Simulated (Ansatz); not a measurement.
# Work function of Rh(110): what the settings cost and change, part 2 of 2

How far do cutoff, k-mesh and smearing move the work function of Rh(110)?

Ansatz 0.2.0; plane-wave DFT, PBE, Ansatz PAW.

So far, work function, upper face (eV): step 2 (run, setting cutoff 200 eV) 5.33; step 3 (slab) 4.68; step 4 (slab) 4.68; step 5 (slab) 4.68; step 6 (other k-mesh, other cutoff) 4.70.

## (7) Slab

input.yaml reads:

```yaml
crystal:
  lattice:
    - [3.8, 0.0, 0.0]
    - [0.0, 2.6870057685, 0.0]
    - [0.0, 0.0, 26.0610173055]
  atoms:
    - { symbol: Rh, position: [0.0, 0.0, 0.3453433876] }
    - { symbol: Rh, position: [0.5, 0.5, 0.3968955917] }
    - { symbol: Rh, position: [0.0, 0.0, 0.4484477959] }
    - { symbol: Rh, position: [0.5, 0.5, 0.5] }
    - { symbol: Rh, position: [0.0, 0.0, 0.5515522041] }
    - { symbol: Rh, position: [0.5, 0.5, 0.6031044083] }
    - { symbol: Rh, position: [0.0, 0.0, 0.6546566124] }
kpoints:
  mp_grid: { grid: [4, 5, 1] }
hamiltonian:
  xc: pbe
scf:
  occupations: { method: fermi_dirac, width: 0.1 }
  convergence: { dr2_threshold: 1.0e-09 }
efield:
  axis: 3
  dipole_correction: true
  ramp_position: 0.97
  ramp_width: 0.06
output:
  write_potential: true
  write_density: true
  volumetric_format: npy
```

Launch:

```bash
$ ansatz run input.yaml --threads 2 --pin off --max-ram 3072MiB --backend cpu --events-out ev --progress --plain --runs-dir out
```

Numbers of over 12 decimals in the logs are rounded to 6 here.

Output:

```text
[...]
Crystal: 7 atoms, lattice volume = 266.099 Å³
Basis set: ecut = 420 eV, 5247 PW (Γ)
Bands: 72, of which v1, the nominal top of the filled ones, is band 60 counted from 1 (59 counted from 0)
Symmetry: 4 space group operations
k-points: 9 of 20
[...]
k-point 0: bands = [... 56 lower, 4.3578, 4.3643, 4.4710, 4.8549, 5.0613, 5.1656, 5.4959, 5.5177, ... 8 higher]
  k-point 1: bands = [... 56 lower, 4.4825, 4.4937, 4.5237, 4.7087, 4.9427, 5.0226, 5.3617, 5.4144, ... 8 higher]
  k-point 2: bands = [... 56 lower, 5.2433, 5.3989, 5.4073, 5.4584, 5.5066, 5.9529, 5.9845, 6.2962, ... 8 higher]
  k-point 8: bands = [... 56 lower, 4.9729, 5.0570, 5.2208, 5.2249, 5.3017, 5.5160, 5.6081, 6.8290, ... 8 higher]
[key lines of the parts left out:]
SCF converged after 10 iterations
Free energy (F): -44817.188001 eV
Fermi energy:    5.133963 eV
Dipole field:    D = 0.000001 V/Å  (p = 0.000001 e·Å, saw-weighted, corrected)
Work function:   Φ+ = 4.6672 eV   Φ− = 4.6672 eV
```

Run time: 42 s. Hardware: 2 threads of Arm Neoverse N1, shared host; peak memory 0.56 GiB.

The work function is 4.667 eV, -0.011 eV from the run “cutoff 420 eV”, at 0.19 times its CPU time.

## (8) Run

Edit input.yaml of step 7 so:

```diff
@@ -14,3 +14,3 @@
 kpoints:
-  mp_grid: { grid: [4, 5, 1] }
+  mp_grid: { grid: [7, 10, 1] }
 hamiltonian:
```

Output:

```text
[...]
Crystal: 7 atoms, lattice volume = 266.099 Å³
Basis set: ecut = 420 eV, 5247 PW (Γ)
Bands: 72, of which v1, the nominal top of the filled ones, is band 60 counted from 1 (59 counted from 0)
Symmetry: 4 space group operations
k-points: 24 of 70
[...]
k-point 0: bands = [... 56 lower, 4.3472, 4.3758, 4.4800, 4.8379, 5.0745, 5.1800, 5.4826, 5.5273, ... 8 higher]
  k-point 1: bands = [... 56 lower, 4.2748, 4.5185, 4.6256, 4.7019, 5.1645, 5.1907, 5.2921, 5.2934, ... 8 higher]
  k-point 2: bands = [... 56 lower, 4.4898, 4.4913, 4.5304, 4.7123, 4.9427, 5.0193, 5.3474, 5.4107, ... 8 higher]
  k-point 23: bands = [... 56 lower, 5.5176, 5.5618, 5.6060, 5.6731, 5.7293, 5.8508, 5.8991, 7.1450, ... 8 higher]
[key lines of the parts left out:]
SCF converged after 10 iterations
Free energy (F): -44817.222138 eV
Fermi energy:    5.105346 eV
Dipole field:    D = 0.000000 V/Å  (p = 0.000000 e·Å, saw-weighted, corrected)
Work function:   Φ+ = 4.6831 eV   Φ− = 4.6831 eV
```

Wall time 1.7 min (2 threads); peak memory 0.77 GiB; 2.1 min of CPU time.

The work function is 4.683 eV, +0.005 eV from the run “cutoff 420 eV”, at 0.52 times its CPU time.

## (9) Slab

Edit input.yaml of step 8 so:

```diff
@@ -14,3 +14,3 @@
 kpoints:
-  mp_grid: { grid: [7, 10, 1] }
+  mp_grid: { grid: [16, 22, 1] }
 hamiltonian:
```

Output:

```text
[...]
Crystal: 7 atoms, lattice volume = 266.099 Å³
Basis set: ecut = 420 eV, 5247 PW (Γ)
Bands: 72, of which v1, the nominal top of the filled ones, is band 60 counted from 1 (59 counted from 0)
Symmetry: 4 space group operations
k-points: 108 of 352
[...]
k-point 0: bands = [... 56 lower, 4.3477, 4.3782, 4.4834, 4.8396, 5.0763, 5.1828, 5.4847, 5.5317, ... 8 higher]
  k-point 1: bands = [... 56 lower, 4.2872, 4.4272, 4.5378, 4.8125, 5.0929, 5.2464, 5.3578, 5.4770, ... 8 higher]
  k-point 2: bands = [... 56 lower, 4.2630, 4.5113, 4.6149, 4.7269, 5.1502, 5.2060, 5.3089, 5.3324, ... 8 higher]
  k-point 107: bands = [... 56 lower, 5.5588, 5.6313, 5.6626, 5.6842, 5.7514, 5.8761, 5.9048, 6.9856, ... 8 higher]
[key lines of the parts left out:]
SCF converged after 9 iterations
Free energy (F): -44817.208928 eV
Fermi energy:    5.108846 eV
Dipole field:    D = -0.000000 V/Å  (p = -0.000000 e·Å, saw-weighted, corrected)
Work function:   Φ+ = 4.6788 eV   Φ− = 4.6788 eV
```

Wall time 5.9 min (2 threads); peak memory 2 GiB.

The work function is 4.679 eV, +0.000 eV from the run “cutoff 420 eV”, at 2.2 times its CPU time.

## (10) Run

Edit input.yaml of step 9 so:

```diff
@@ -14,3 +14,3 @@
 kpoints:
-  mp_grid: { grid: [16, 22, 1] }
+  mp_grid: { grid: [11, 15, 1] }
 hamiltonian:
@@ -18,3 +18,3 @@
 scf:
-  occupations: { method: fermi_dirac, width: 0.1 }
+  occupations: { method: gaussian, width: 0.05 }
   convergence: { dr2_threshold: 1.0e-09 }
```

Output:

```text
[...]
Crystal: 7 atoms, lattice volume = 266.099 Å³
Basis set: ecut = 420 eV, 5247 PW (Γ)
Bands: 72, of which v1, the nominal top of the filled ones, is band 60 counted from 1 (59 counted from 0)
Symmetry: 4 space group operations
k-points: 48 of 165
[...]
k-point 0: bands = [... 56 lower, 4.3347, 4.3590, 4.4686, 4.8343, 5.0623, 5.1680, 5.4683, 5.5105, ... 8 higher]
  k-point 1: bands = [... 56 lower, 4.2235, 4.4522, 4.5579, 4.7687, 5.1044, 5.2584, 5.2771, 5.3975, ... 8 higher]
  k-point 2: bands = [... 56 lower, 4.3063, 4.5054, 4.6022, 4.6396, 5.1333, 5.1462, 5.1854, 5.2196, ... 8 higher]
  k-point 47: bands = [... 56 lower, 5.4375, 5.5219, 5.5703, 5.6438, 5.6553, 5.7944, 5.8501, 6.8226, ... 8 higher]
[key lines of the parts left out:]
SCF converged after 11 iterations
Free energy (F): -44817.015906 eV
Fermi energy:    5.093066 eV
Dipole field:    D = 0.000000 V/Å  (p = 0.000001 e·Å, saw-weighted, corrected)
Work function:   Φ+ = 4.7039 eV   Φ− = 4.7039 eV
```

Elapsed: 2.7 min, on 2 threads; peak memory 1.1 GiB.

The work function is 4.704 eV, +0.025 eV from the run “cutoff 420 eV”, at 1.0 times its CPU time.

## (11) Slab

Edit input.yaml of step 10 so:

```diff
@@ -18,3 +18,3 @@
 scf:
-  occupations: { method: gaussian, width: 0.05 }
+  occupations: { method: methfessel_paxton, width: 0.2 }
   convergence: { dr2_threshold: 1.0e-09 }
```

Output:

```text
[...]
Crystal: 7 atoms, lattice volume = 266.099 Å³
Basis set: ecut = 420 eV, 5247 PW (Γ)
Bands: 72, of which v1, the nominal top of the filled ones, is band 60 counted from 1 (59 counted from 0)
Symmetry: 4 space group operations
k-points: 48 of 165
[...]
k-point 0: bands = [... 56 lower, 4.3373, 4.3623, 4.4729, 4.8348, 5.0656, 5.1714, 5.4704, 5.5152, ... 8 higher]
  k-point 1: bands = [... 56 lower, 4.2276, 4.4552, 4.5616, 4.7705, 5.1068, 5.2615, 5.2807, 5.4021, ... 8 higher]
  k-point 2: bands = [... 56 lower, 4.3119, 4.5080, 4.6051, 4.6436, 5.1380, 5.1504, 5.1892, 5.2217, ... 8 higher]
  k-point 47: bands = [... 56 lower, 5.4425, 5.5251, 5.5784, 5.6475, 5.6598, 5.8034, 5.8514, 6.8265, ... 8 higher]
[key lines of the parts left out:]
SCF converged after 11 iterations
Free energy (F): -44817.007447 eV
Fermi energy:    5.097592 eV
Dipole field:    D = -0.000000 V/Å  (p = -0.000000 e·Å, saw-weighted, corrected)
Work function:   Φ+ = 4.6968 eV   Φ− = 4.6968 eV
```

Run time: 2.8 min. Hardware: 2 threads; peak memory 1.1 GiB; 4.3 min of CPU time.

The work function is 4.697 eV, +0.018 eV from the run “cutoff 420 eV”, at 1.1 times its CPU time.

## (12) Run

Edit input.yaml of step 11 so:

```diff
@@ -18,3 +18,3 @@
 scf:
-  occupations: { method: methfessel_paxton, width: 0.2 }
+  occupations: { method: fermi_dirac, width: 0.3 }
   convergence: { dr2_threshold: 1.0e-09 }
```

Output:

```text
band count auto-derived: 79 (N_el = 119.0; filled up to band 60; 72 by the electrons, moments and atoms)
[...]
Crystal: 7 atoms, lattice volume = 266.099 Å³
Basis set: ecut = 420 eV, 5247 PW (Γ)
Bands: 79, of which v1, the nominal top of the filled ones, is band 60 counted from 1 (59 counted from 0)
Symmetry: 4 space group operations
k-points: 48 of 165
[...]
k-point 0: bands = [... 56 lower, 4.3579, 4.4168, 4.4928, 4.8392, 5.0839, 5.2107, 5.5193, 5.5699, ... 15 higher]
  k-point 1: bands = [... 56 lower, 4.2802, 4.5043, 4.5973, 4.7916, 5.1141, 5.3059, 5.3212, 5.4563, ... 15 higher]
  k-point 2: bands = [... 56 lower, 4.3875, 4.5413, 4.6402, 4.7057, 5.1854, 5.1930, 5.2293, 5.2355, ... 15 higher]
  k-point 47: bands = [... 56 lower, 5.5069, 5.5694, 5.6594, 5.6959, 5.7146, 5.8799, 5.9142, 6.8533, ... 15 higher]
[key lines of the parts left out:]
SCF converged after 10 iterations
Free energy (F): -44818.748319 eV
Fermi energy:    5.136206 eV
Dipole field:    D = 0.000000 V/Å  (p = 0.000000 e·Å, saw-weighted, corrected)
Work function:   Φ+ = 4.6447 eV   Φ− = 4.6447 eV
```

Run time: 2.9 min. Hardware: 2 threads; peak memory 1.2 GiB; 4.7 min of CPU time.

The work function is 4.645 eV, -0.034 eV from the run “cutoff 420 eV”, at 1.2 times its CPU time.

## (13) Run

Edit input.yaml of step 12 so:

```diff
@@ -18,3 +18,3 @@
 scf:
-  occupations: { method: fermi_dirac, width: 0.3 }
+  occupations: { method: cold, width: 0.1 }
   convergence: { dr2_threshold: 1.0e-09 }
```

Output:

```text
[...]
Crystal: 7 atoms, lattice volume = 266.099 Å³
Basis set: ecut = 420 eV, 5247 PW (Γ)
Bands: 72, of which v1, the nominal top of the filled ones, is band 60 counted from 1 (59 counted from 0)
Symmetry: 4 space group operations
k-points: 48 of 165
[...]
k-point 0: bands = [... 56 lower, 4.3341, 4.3595, 4.4679, 4.8330, 5.0615, 5.1684, 5.4674, 5.5106, ... 8 higher]
  k-point 1: bands = [... 56 lower, 4.2232, 4.4525, 4.5575, 4.7677, 5.1034, 5.2581, 5.2775, 5.3976, ... 8 higher]
  k-point 2: bands = [... 56 lower, 4.3069, 4.5053, 4.6015, 4.6396, 5.1333, 5.1468, 5.1854, 5.2185, ... 8 higher]
  k-point 47: bands = [... 56 lower, 5.4384, 5.5221, 5.5721, 5.6446, 5.6559, 5.7956, 5.8498, 6.8227, ... 8 higher]
[key lines of the parts left out:]
SCF converged after 10 iterations
Free energy (F): -44817.008753 eV
Fermi energy:    5.092760 eV
Dipole field:    D = 0.000000 V/Å  (p = 0.000000 e·Å, saw-weighted, corrected)
Work function:   Φ+ = 4.7044 eV   Φ− = 4.7044 eV
```

Elapsed: 2.4 min, on 2 threads; peak memory 1.1 GiB; 4.1 min of CPU time.

The work function is 4.704 eV, +0.026 eV from the run “cutoff 420 eV”, at 1.0 times its CPU time.

## (14) Side by side

Times are for 2 threads of Arm Neoverse N1, shared host. The runs compared:

```
no.                            setting  work function, upper face (eV)     time  memory (GiB)
  1                      cutoff 200 eV                           5.329     82 s          0.54
  2                      cutoff 300 eV                           4.685  1.8 min          0.78
  3                      cutoff 420 eV                           4.678  2.5 min           1.1
  4                      cutoff 600 eV                           4.679  4.4 min           1.7
  5                           mesh 2x3                           4.695     20 s          0.48
  6                           mesh 4x5                           4.667     42 s          0.56
  7                          mesh 7x10                           4.683  1.7 min          0.77
  8                         mesh 16x22                           4.679  5.9 min             2
  9          Gaussian smearing 0.05 eV                           4.704  2.7 min           1.1
 10  methfessel_paxton smearing 0.2 eV                           4.697  2.8 min           1.1
 11        fermi_dirac smearing 0.3 eV                           4.645  2.9 min           1.2
 12               cold smearing 0.1 eV                           4.704  2.4 min           1.1
```

## (15) A changed input

An input spoilt on purpose, to show how the run answers: it repeats the earlier run “cutoff 200 eV” with efield.axis from 3 to 2, and scf.max_iter set to 100; its output block differs too.

Edit input.yaml of step 13 so:

```diff
@@ -18,6 +18,7 @@
 scf:
-  occupations: { method: cold, width: 0.1 }
+  occupations: { method: fermi_dirac, width: 0.1 }
   convergence: { dr2_threshold: 1.0e-09 }
+  max_iter: 100
 efield:
-  axis: 3
+  axis: 2
   dipole_correction: true
@@ -25,2 +26,4 @@
   ramp_width: 0.06
+basis:
+  ecutwfc: "200 eV"
 output:
```

Output:

```text
Warning: basis.ecutwfc = 200 eV is below the records' recommended 420 eV, and the density's cutoff is lower with it unless basis.ecutrho_ratio is high enough to keep the records' density cutoff: compare with a run at a higher cutoff
Engine: ansatz 0.2.0, aarch64-unknown-linux-gnu
Pseudopotentials: kind: paw
Pseudopotential: Rh, paw, valence charge 17, recommended cutoff 420 eV (normal), Rh.paw.azcp
Functional definition: PBE
  parameter kappa = 0.804
  parameter beta = 0.066725
  exchange = pbe_x(kappa = kappa, mu = beta*pi^2/3)
  correlation = pbe_c(beta = beta)
Crystal: 7 atoms, lattice volume = 266.099 Å³
Basis set: ecut = 200 eV, 1719 PW (Γ)
Bands: 72, of which v1, the nominal top of the filled ones, is band 60 counted from 1 (59 counted from 0)
Symmetry: 4 space group operations
k-points: 48 of 165 (time reversal used)
Non-local potential: Rh, projectors of the file, l = 0: 3, l = 1: 2, l = 2: 2, l = 3: 1
PAW form: soft (Blöchl's): semilocal exchange-correlation on the pseudo side does not see the compensation charge
PAW one-centre angular grid: Rh, 590 points (default); XC on 64 Gauss nodes
Initial density: superposition of atomic densities (neutral atoms: chi_scale 0, normalization atom), corrected by the library's trained network
Initial wavefunctions: pseudopotential atomic-orbital guess
Functional: x = pbe(κ = 0.804, μ = 0.219515), c = pbe(β = 0.066725)
Error: efield: ion 0 (Rh) at fractional coordinate 0.0000 along the field axis lies inside the sawtooth ramp with 2 of the planes that the density is read on at each end, [0.8367, 0.1633] — the ramp must sit in vacuum (an ion there feels the fictitious reversed slope); set or move the ramp (efield.ramp_position / ramp_width) or move the geometry
```

Elapsed: 0.79 s, on 2 threads; peak memory 0.29 GiB.

The input was rejected at the start.

The program's message: “Error: efield: ion 0 (Rh) at fractional coordinate 0.0000 along the field axis lies inside the sawtooth ramp with 2 of the planes that the density is read on at each end, [0.8367, 0.1633] — the ramp m …”

The fault put into the input: the field along an axis without vacuum.

## (16) Outcome

```json
{"work function, cutoff 200 eV": "5.329 eV", "work function, cutoff 420 eV": "4.678 eV", "work function, cutoff 600 eV": "4.679 eV", "work function, fermi_dirac smearing 0.3 eV": "4.645 eV"}
```

What this shows: The run at the highest cutoff gives 4.68 eV, and the settings tried spread the value from 4.64 to 5.33 eV. Against 600 eV, a cutoff of 200 eV is off by +0.650 eV. Against 600 eV, a cutoff of 420 eV is off by -0.000 eV. Against the finest mesh, 16 points along a, the coarser ones are off by +0.02 (2), -0.01 (4) and +0.00 (7) eV. The smearing schemes and widths spread it over 0.06 eV. The program marks the value as in doubt in “cutoff 200 eV”. The ladder's slabs use the tabulated experimental lattice constant (two decimals; a low-temperature value for the alkali metals). In 1 run of the series (cutoff 200 eV) the program warns that electrons reach the sawtooth's ramp, which makes dipole and work function less sure.

Comparison with the measured values:

| quantity | measured | cutoff 600 eV |
| --- | --- | --- |
| work function (clean (110) face, a compiled value) (eV) | 4.86 | 4.68 (-0.18 eV) |

Measured values from arxiv:1902.07811 (2019).

Verdict: The work function is off by -0.18 eV: fair agreement. The grades are ours: good and fair within 3 and 7 % for the work function. No cell relaxation is part of this session.

[Logs are printed without paths, hosts, clocks, repeated set-up lines and the standing remarks that a program may print on its own settings, such as how far it seeks lower states.]

[Hosts, paths, dates, database ids (printed as entryN), source tags and the programs' standing remarks are cut or masked in the printed files.]

[Maps of the electrostatic potential energy from Ansatz leave out the sawtooth potential of an applied field or a dipole correction, so their vacuum need not be flat; planar profiles and work functions include it.]
